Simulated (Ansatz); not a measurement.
G0W0 rungs for SiC (P6_3mc).

```
Si C
1.0
     3.07569    0.00000    0.00000
    -1.53785    2.66363    0.00000
     0.00000    0.00000   10.07065
Si C
4 4
Cartesian
  1.5378 0.8879 9.4447
  0.0000 1.7758 4.4094
  0.0000 0.0000 6.9275
  0.0000 0.0000 1.8922
  1.5378 0.8879 7.5510
  0.0000 1.7758 2.5157
  0.0000 0.0000 5.0400
  0.0000 0.0000 0.0046
```

The cell and positions are those that the Materials Project relaxed with its own functionals (PBE, PBE+U or r2SCAN), kept fixed. PAW set soft_2, made with PBE.

Runs so far (Ansatz 0.2.0, start PBE, default PAW files, 6×6×2 mesh). Times are wall times on 1 × NVIDIA H100 80GB HBM3 (shared by 6 runs) with 3 threads of AMD EPYC 7R13 (Zen 3), shared host, good to a factor of about two.

| bands summed | cutoff (eV) | gap on the mesh (eV) | time |
| --- | --- | --- | --- |
| 103 | 60 | 2.756 | 12 s |
| 262 | 120 | 3.009 | 31 s |

What should the next rung give, with 545 bands and screening to 200 eV, and where is the limit?

The error falls about as one over the bands when the cutoff rises with them. A line through the two highest rungs given predicts 3.094 eV; the run gave 3.136 eV, a miss of 0.042 eV, so the law holds only roughly here. The two highest rungs put the limit near 3.253 eV, the pair below near 3.173 eV; their difference is a rough measure of what is unsettled in bands and cutoff; the mesh is a separate error.

Gaps are over the mesh's points; an edge off the mesh would be missed. Limits: not at the basis limit.

[Paths, hosts, dates, memory and timing lines, banners, echoed tables and standing remarks are left out of the program output.]

[Logs are printed without paths, hosts, clocks, repeated set-up lines and the standing remarks that a program may print on its own settings, such as how far it seeks lower states.]

[Runs of the session that timed out or met a known fault of the program may be left out.]

[Cells called generated may have been cut or substituted from an entry of the Crystallography Open Database or the Materials Project.]

[Hosts, paths, dates, database ids (printed as entryN), source tags and the programs' standing remarks are cut or masked in the printed files.]
